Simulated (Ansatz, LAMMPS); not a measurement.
## Structural relaxation of a frame of liquid 52SiO2-48Li2O (mol %) from 3000 K (69 atoms)

Aim: bring a frame of liquid 52SiO2-48Li2O (mol %) from 3000 K (69 atoms) to a nearby minimum of the energy and see what moves.

Method: Kohn-Sham DFT, PBE, PAW (set soft_2), plane waves, in Ansatz 0.2.0.

**1. Set-up**

The cell holds 69 atoms: 12 Si, 22 Li and 35 O. Cell: a = 9.078 Å, b = 9.078 Å, c = 9.078 Å, α = 90.0°, β = 90.0°, γ = 90.0°. 69 atoms (12 Si, 22 Li, 35 O) placed at random at 2.33 g/cm³, melted at 4000 K for 10 ps at fixed volume with the Morse and Coulomb pair potential with partial charges (Pedone, Malavasi, Menziani, Cormack and Segre, J. Phys. Chem. B 110, 11780 (2006)). Snapshot at the end of a hold of 10 ps at 3000 K and fixed volume.

What the set-up can't give: The network of bonds at the start is that of the classical potential that made the cell. Sampling is at Γ alone, for a cell whose shortest periodic width is 9 Å.

**2. Making the structure**

A classical potential makes the cell, at a small fraction of what the same run would cost in DFT.

This step: classical MD, Morse and Coulomb pair potential with partial charges (Pedone, Malavasi, Menziani, Cormack and Segre, J. Phys. Chem. B 110, 11780 (2006)) (LAMMPS 22 Jul 2025 - Update 4).

File in.lmp:

```
# melt-quench of Si12Li22O35
units metal
atom_style charge
boundary p p p
region box block 0 9.0778 0 9.0778 0 9.0778
create_box 3 box
mass 1 28.0850   # Si
mass 2 6.9400   # Li
mass 3 15.9990   # O
create_atoms 1 random 12 207311 NULL overlap 1.5 maxtry 2000
create_atoms 2 random 22 207318 NULL overlap 1.5 maxtry 2000
create_atoms 3 random 35 207325 NULL overlap 1.5 maxtry 2000
pair_style hybrid/overlay pedone 5.5 coul/long 8.0
pair_coeff * * coul/long
pair_coeff 1 3 pedone 0.340554 2.006700 2.100000 1   # Si-O
pair_coeff 2 3 pedone 0.001114 3.429506 2.681360 1   # Li-O
pair_coeff 3 3 pedone 0.042395 1.379316 3.618701 22   # O-O
set type 1 charge 2.4
set type 2 charge 0.6
set type 3 charge -1.2
kspace_style pppm 1.0e-4
neigh_modify delay 0 every 1 check yes
thermo_style custom step time temp pe press density
thermo_modify norm yes
timestep 0.002
thermo 100
min_style cg
minimize 1e-4 1e-4 200 2000
reset_timestep 0
velocity all create 4000 207312 mom yes dist gaussian
fix lim all nve/limit 0.05
fix lan all langevin 4000 4000 0.2 207313 zero yes
thermo 500
run 1000 post no
# [... 10 lines left out ...]
compute msd all msd com yes
thermo 1250
fix md all nvt temp 3000 3000 0.2
run 5000 post no
print "== T3000: mean square displacement over the hold $(c_msd[4]:%.2f) A^2"
unfix md
uncompute msd
write_dump all custom T3000.dump id type xs ys zs modify sort id
```

Command:

```console
lmp -in in.lmp -log none -nocite
```

Numbers of over 12 decimals in the logs are rounded to 6 here.

Output:

```text
LAMMPS (22 Jul 2025 - Update 4)
Created orthogonal box = (0 0 0) to (9.0778 9.0778 9.0778)
Created 12 atoms
Created 22 atoms
Created 35 atoms
PPPM initialization ...
  G vector (1/distance) = 0.37260805
  grid = 9 9 9
  estimated relative force accuracy = 7.7414214e-05
   Step          Time           Temp          PotEng         Press         Density
         0   0              0              0.32034079     870690.52      2.3300109
        85   0.17           0             -11.153434     -4990.4266      2.3300109
Loop time of 0.0426263 s on 1 MPI rank(s) for 85 steps with 69 atoms
Minimization stats:
  Stopping criterion = energy tolerance
[... 18 lines left out ...]
Loop time of 1.55444 s on 1 MPI rank(s) for 5000 steps with 69 atoms
   Step          Time           Temp          PotEng         Press         Density
[... 5 lines left out ...]
Loop time of 1.53871 s on 1 MPI rank(s) for 5000 steps with 69 atoms
   Step          Time           Temp          PotEng         Press         Density
[... 2 lines left out ...]
     12500   25             3282.9195     -10.777936      90187.131      2.3300109
     13750   27.5           3209.9782     -10.759213      77479.915      2.3300109
     15000   30             3028.2241     -10.716269      55877.878      2.3300109
     16000   32             2840.7827     -10.838665      78183.952      2.3300109
Loop time of 1.53067 s on 1 MPI rank(s) for 5000 steps with 69 atoms
== T3000: mean square displacement over the hold 59.67 A^2
```

The job ended after 5 s (1 thread of Arm Neoverse V2, shared host; peak memory 0.074 GiB).

**3. Single point at the start**

A single point comes first, to see the forces before anything moves.

File input.yaml:

```yaml
crystal:
  lattice:
    - [9.0778, 0.0, 0.0]
    - [0.0, 9.0778, 0.0]
    - [0.0, 0.0, 9.0778]
  atoms:
    - { symbol: Si, position: [0.87934, 0.73594, 0.77223] }
    - { symbol: Si, position: [0.72917, 0.06179, 0.32846] }
    - { symbol: Si, position: [0.21383, 0.7234, 0.09634] }
    - { symbol: Si, position: [0.14914, 0.03284, 0.03838] }
    - { symbol: Si, position: [0.82409, 0.15845, 0.04962] }
    - { symbol: Si, position: [0.18822, 0.67248, 0.67457] }
    - { symbol: Si, position: [0.60553, 0.69017, 0.36993] }
    - { symbol: Si, position: [0.36366, 0.00373, 0.75369] }
    - { symbol: Si, position: [0.55062, 0.34987, 0.46959] }
    - { symbol: Si, position: [0.71564, 0.37706, 0.78953] }
    - { symbol: Si, position: [0.29289, 0.45789, 0.15189] }
    - { symbol: Si, position: [0.21843, 0.36569, 0.53523] }
    - { symbol: Li, position: [0.97512, 0.43821, 0.19682] }
    - { symbol: Li, position: [0.46453, 0.5064, 0.85102] }
    - { symbol: Li, position: [0.06587, 0.21489, 0.20565] }
    - { symbol: Li, position: [0.61972, 0.392, 0.1798] }
    - { symbol: Li, position: [0.1006, 0.02105, 0.7135] }
    - { symbol: Li, position: [0.52147, 0.67231, 0.71116] }
    - { symbol: Li, position: [0.40303, 0.97943, 0.19257] }
    - { symbol: Li, position: [0.40048, 0.22277, 0.8523] }
    - { symbol: Li, position: [0.44277, 0.92276, 0.44896] }
    - { symbol: Li, position: [0.83615, 0.25692, 0.51588] }
    - { symbol: Li, position: [0.71835, 0.97248, 0.65881] }
    - { symbol: Li, position: [0.09812, 0.49754, 0.92409] }
    - { symbol: Li, position: [0.83908, 0.71302, 0.12514] }
    - { symbol: Li, position: [0.85151, 0.13561, 0.74558] }
    - { symbol: Li, position: [0.13759, 0.06377, 0.47403] }
    - { symbol: Li, position: [0.99296, 0.89569, 0.3544] }
    - { symbol: Li, position: [0.32435, 0.76894, 0.34478] }
    - { symbol: Li, position: [0.59171, 0.693, 0.97203] }
    - { symbol: Li, position: [0.59616, 0.89428, 0.00706] }
    - { symbol: Li, position: [0.88965, 0.87975, 0.53579] }
    - { symbol: Li, position: [0.8561, 0.56281, 0.56227] }
    - { symbol: Li, position: [0.06081, 0.61576, 0.36076] }
    - { symbol: O, position: [0.04362, 0.6466, 0.13757] }
    - { symbol: O, position: [0.91746, 0.92438, 0.72862] }
    - { symbol: O, position: [0.98074, 0.08386, 0.03448] }
    - { symbol: O, position: [0.77744, 0.79259, 0.93905] }
    - { symbol: O, position: [0.12961, 0.42719, 0.41022] }
    - { symbol: O, position: [0.3151, 0.01579, 0.59722] }
    - { symbol: O, position: [0.66912, 0.51225, 0.89488] }
    - { symbol: O, position: [0.83857, 0.38663, 0.67172] }
    - { symbol: O, position: [0.12134, 0.79815, 0.57856] }
    - { symbol: O, position: [0.44978, 0.43318, 0.10058] }
    - { symbol: O, position: [0.26561, 0.10303, 0.14755] }
    - { symbol: O, position: [0.79656, 0.70538, 0.31531] }
    - { symbol: O, position: [0.34152, 0.78829, 0.73008] }
    - { symbol: O, position: [0.14168, 0.22709, 0.61376] }
    - { symbol: O, position: [0.7052, 0.0593, 0.14521] }
    - { symbol: O, position: [0.84057, 0.2925, 0.15616] }
    - { symbol: O, position: [0.75129, 0.22244, 0.90894] }
    - { symbol: O, position: [0.91183, 0.08956, 0.34637] }
    - { symbol: O, position: [0.64496, 0.22899, 0.40697] }
    - { symbol: O, position: [0.00977, 0.64957, 0.78396] }
    - { symbol: O, position: [0.28967, 0.60435, 0.96323] }
    - { symbol: O, position: [0.51292, 0.04233, 0.79223] }
    - { symbol: O, position: [0.37738, 0.32023, 0.47686] }
    - { symbol: O, position: [0.5801, 0.37723, 0.67974] }
    - { symbol: O, position: [0.16479, 0.3573, 0.08416] }
    - { symbol: O, position: [0.27159, 0.59454, 0.2441] }
    - { symbol: O, position: [0.68484, 0.94392, 0.42068] }
    - { symbol: O, position: [0.23795, 0.07811, 0.8697] }
    - { symbol: O, position: [0.51334, 0.77061, 0.20444] }
    - { symbol: O, position: [0.50128, 0.72559, 0.50336] }
    - { symbol: O, position: [0.16286, 0.90127, 0.27938] }
    - { symbol: O, position: [0.60416, 0.49544, 0.40562] }
    - { symbol: O, position: [0.76107, 0.69436, 0.67202] }
    - { symbol: O, position: [0.22738, 0.50608, 0.65566] }
    - { symbol: O, position: [0.1889, 0.86917, 0.00909] }
kpoints:
  mp_grid: { grid: [1, 1, 1] }
hamiltonian:
  xc: pbe
scf:
  occupations: { method: fixed }
output:
  forces: true
  stress: true
  populations: intrinsic
  dos:
    method: { smearing: { sigma: 0.15 } }
    de: 0.1
    projected: { site_lists: { Li: [Li], O: [O], Si: [Si] } }
  eigenvalues: true
```

Command:

```console
ansatz run input.yaml --threads 4 --pin off --max-ram 8192MiB --backend cpu --events-out ev --progress --plain --runs-dir out
```

Output:

```text
Engine: ansatz 0.2.0, aarch64-unknown-linux-gnu
Pseudopotentials: kind: paw
Pseudopotential: Si, paw, valence charge 4, recommended cutoff 420 eV (normal), Si.paw.azcp
Pseudopotential: Li, paw, valence charge 3, recommended cutoff 420 eV (normal), Li.paw.azcp
Pseudopotential: O, paw, valence charge 6, recommended cutoff 420 eV (normal), O.paw.azcp
Functional definition: PBE
  parameter kappa = 0.804
  parameter beta = 0.066725
  exchange = pbe_x(kappa = kappa, mu = beta*pi^2/3)
  correlation = pbe_c(beta = beta)
Crystal: 69 atoms, lattice volume = 748.069 Å³
Basis set: ecut = 420 eV, 14771 PW (Γ), exchange–correlation on 128×128×128 points (8 copies of the dense FFT grid, shifted against one another)
Bands: 231, of which v1, the nominal top of the filled ones, is band 162 counted from 1 (161 counted from 0)
Symmetry: 1 space group operations
Space group: P1 (ITA 1), of the structure as read, at distance tolerance 9.1e-5 Å
k-points: 1
Non-local potential: Si, projectors of the file, l = 0: 2, l = 1: 2, l = 2: 2
Non-local potential: Li, projectors of the file, l = 0: 3, l = 1: 2, l = 2: 1
Non-local potential: O, projectors of the file, l = 0: 2, l = 1: 2, l = 2: 1
PAW form: soft (Blöchl's): semilocal exchange-correlation on the pseudo side does not see the compensation charge
PAW one-centre angular grid: Si, 110 points (default); XC on 64 Gauss nodes
PAW one-centre angular grid: Li, 110 points (default); XC on 64 Gauss nodes
PAW one-centre angular grid: O, 110 points (default); XC on 64 Gauss nodes
Initial density: superposition of atomic densities (neutral atoms: chi_scale 0, normalization atom), corrected by the library's trained network
Initial wavefunctions: pseudopotential atomic-orbital guess
Functional: x = pbe(κ = 0.804, μ = 0.219515), c = pbe(β = 0.066725)
SCF iter   1: F=—  HF=-32037.773603 eV  |F-HF|=—  |Δ(HF+E_count)|=         —  Δρ=5.36e-3  dr2=3.26e-1  ethr=1.77e-3  ⟨swp⟩=5.0  Hψ=819  notcnv=0  defer=66
preconditioner: auto → Resta (q_TF=auto, 2.373 Å⁻¹)  ε∞=3.3  [insulator: Δε(μ)=1.507 eV  Ē_g=14.941 eV  n_scr=170 (ndim 8)  ℏωp=22.7 eV  f_vac=0.074  ε∞_Penn≈3.3]
SCF iter   2: F=—  HF=-32037.707781 eV  |F-HF|=—  |Δ(HF+E_count)|=   6.58e-2  Δρ=3.28e-3  dr2=8.75e-2  ethr=1.01e-4  ⟨swp⟩=2.0  Hψ=380  notcnv=0  defer=67
SCF iter   3: F=—  HF=-32037.693368 eV  |F-HF|=—  |Δ(HF+E_count)|=   1.44e-2  Δρ=1.49e-3  dr2=3.47e-2  ethr=2.70e-5  ⟨swp⟩=2.0  Hψ=275  notcnv=0  defer=67
SCF iter   4: F=—  HF=-32037.686668 eV  |F-HF|=—  |Δ(HF+E_count)|=   6.70e-3  Δρ=9.08e-4  dr2=6.67e-3  ethr=1.07e-5  ⟨swp⟩=2.0  Hψ=275  notcnv=0  defer=67
SCF iter   5: F=—  HF=-32037.685703 eV  |F-HF|=—  |Δ(HF+E_count)|=   9.65e-4  Δρ=3.44e-4  dr2=9.06e-4  ethr=2.06e-6  ⟨swp⟩=2.0  Hψ=374  notcnv=0  defer=67
SCF iter   6: F=—  HF=-32037.685805 eV  |F-HF|=—  |Δ(HF+E_count)|=   1.02e-4  Δρ=1.60e-4  dr2=1.72e-4  ethr=2.80e-7  ⟨swp⟩=2.0  Hψ=280  notcnv=0  defer=67
SCF iter   7: F=—  HF=-32037.685805 eV  |F-HF|=—  |Δ(HF+E_count)|=   4.63e-8  Δρ=4.58e-5  dr2=1.66e-5  ethr=5.31e-8  ⟨swp⟩=2.0  Hψ=301  notcnv=0  defer=64
SCF iter   8: F=—  HF=-32037.686973 eV  |F-HF|=—  |Δ(HF+E_count)|=   1.17e-3  Δρ=2.57e-5  dr2=4.59e-6  ethr=5.11e-9  ⟨swp⟩=2.0  Hψ=329  notcnv=0  defer=64
SCF iter   9: F=—  HF=-32037.686975 eV  |F-HF|=—  |Δ(HF+E_count)|=   1.61e-6  Δρ=1.07e-5  dr2=8.37e-7  ethr=1.42e-9  ⟨swp⟩=2.0  Hψ=301  notcnv=0  defer=64
SCF iter  10: F=-32037.686975 eV  HF=-32037.686975 eV  |F-HF|=8.79e-8  |Δ(HF+E_count)|=   3.16e-7  Δρ=3.28e-6  dr2=8.83e-8  ethr=3.09e-11  ⟨swp⟩=15.0  Hψ=1553  notcnv=0
SCF 1 converged in 10 iterations: F = -32037.686975 eV  dr2 = 8.83e-8
  greatest PAW one-centre occupation: 1.000 electrons in one spin orbital (limit 2), on the Li atom at site 24 (counted from 0), in its partial waves of l = 0
SCF converged after 10 iterations
Free energy (F): -32037.686975 eV
Harris-Foulkes:  -32037.686975 eV  (|F-HF|=8.79e-8)
Internal energy: -32037.686975 eV  (E = F + TS)
E sigma→0 (E₀):  -32037.686975 eV
Fermi energy:    5.521097 eV
--- Per-component energies (eV) ---
  E_band       = -2651.825561
  E_kinetic    = 7280.015431
  E_local      = -19051.079106  (includes V_loc(G=0)·N_el)
  E_nonlocal   = 1258.660478
  E_hartree    = 6835.989698
  E_xc         = -3528.695768
  E_vxc        = -4223.391143  (∫ρ·V_xc dr)
  E_paw        = -12173.829516  (= ΣΔE_a)
  E_vpaw       = -1588.104069  (= ΣTr[D̂ρ^β])
  E_aug_tail   = 0.088411  (compensation charges beyond the density's cutoff)
  E_ewald      = -12658.836603
  E_smearing   = -0.000000  (= −TS)
  E_closure    = -0.000000  (closes the sum)
  Σ components = -32037.686975   (vs F -32037.686975, Δ=0.00e0)
--- Forces (eV/Å), atoms counted from 1 ---
  atom   1  Si    -6.12425538    11.76179991     8.04786159
  atom   2  Si     5.58711435     9.20715908    -6.19142725
  atom   3  Si    -3.69096209    -4.66708682     1.61606364
  atom   4  Si     4.03718974     1.43582132     0.05937751
  atom   5  Si    -0.29954813     1.03929961     3.19988906
  atom   6  Si     0.88756564     4.77428150     3.25041923
  atom   7  Si     2.76742114     0.16020227    -3.59662731
  atom   8  Si    -7.85541005    -6.70115543    -0.02637073
  atom   9  Si    -3.87082605     1.78640591     6.00519485
  atom  10  Si    -0.15010838     1.71077805     3.47810753
  atom  11  Si    -1.97932759    -2.95025905    -4.58319749
  atom  12  Si    -1.45727397    -2.24466149     3.44853234
  atom  13  Li     0.41281568     0.66853823    -0.57574309
  atom  14  Li    -1.00863138    -0.86917988     1.37760330
[...]
atom  68  O      1.59246455    -1.17644847     0.60106079
  atom  69  O      0.15749672    -1.78656840    -2.44578398
  max |Σ_I F_I| component: 1.91e-4 eV/Å
--- Stress (GPa, compression-positive) ---
        7.540281       0.261715       3.256898
        0.261716      12.169664      -1.179085
        3.256906      -1.179084       7.566114
  P = ⅓ Tr σ = 9.0920 GPa (90.920 kbar)
--- Band table (eV) ---
  k-point 0: bands = ["-42.5189", "-42.1630", "-41.8406", "-41.6901", [... 215 levels ...], "13.9281", "14.0670", "14.1392", "14.2052", "14.2229", "14.3321", "14.3654", "14.4744", "14.6179", "14.7157", "14.8624", "14.8862"]
--- intrinsic populations: 69 sites ---
  site symbol       q [e]
     0     Si      2.4028
     1     Si      2.4072
     2     Si      2.5100
[...]
68      O      6.8696
  spilling = 0.000000 (of n_electrons = 324.000000)
```

The job ended after 6.5 s (4 threads of Arm Neoverse V2, shared host; peak memory 0.84 GiB).

The column dr2 measures how far the density is from self-consistency, as an energy; F and HF (Harris–Foulkes) agree once it is small.

Numbers from this run:

```
free energy                                      : -32037.6870 eV
free energy per atom                             : -464.3143 eV/atom
SCF cycles                                       : 10
pressure                                         : 9.092 GPa
r.m.s. force component                           : 2.798 eV/Å
longest force                                    : 15.51 eV/Å
Fermi energy                                     : 5.521 eV
gap (highest filled to lowest empty level) : 0.952 eV
```

The r.m.s. force component of 2.8 eV/Å and the pressure of 9.1 GPa set the starting point.

Length of the force by element:

```
element  coordination  atoms  mean length of the force (eV/Å)  spread  least  most
     Li           all     22                             1.42   0.619  0.437  2.52
      O           all     35                             3.87    2.92  0.733  12.7
     Si           all     12                             6.99    3.65   3.38  15.5
```

[end of part 1 of 3]

[Logs are printed without paths, hosts, clocks, repeated set-up lines and the standing remarks that a program may print on its own settings, such as how far it seeks lower states.]

[Hosts, paths, dates, database ids (printed as entryN), source tags and the programs' standing remarks are cut or masked in the printed files.]
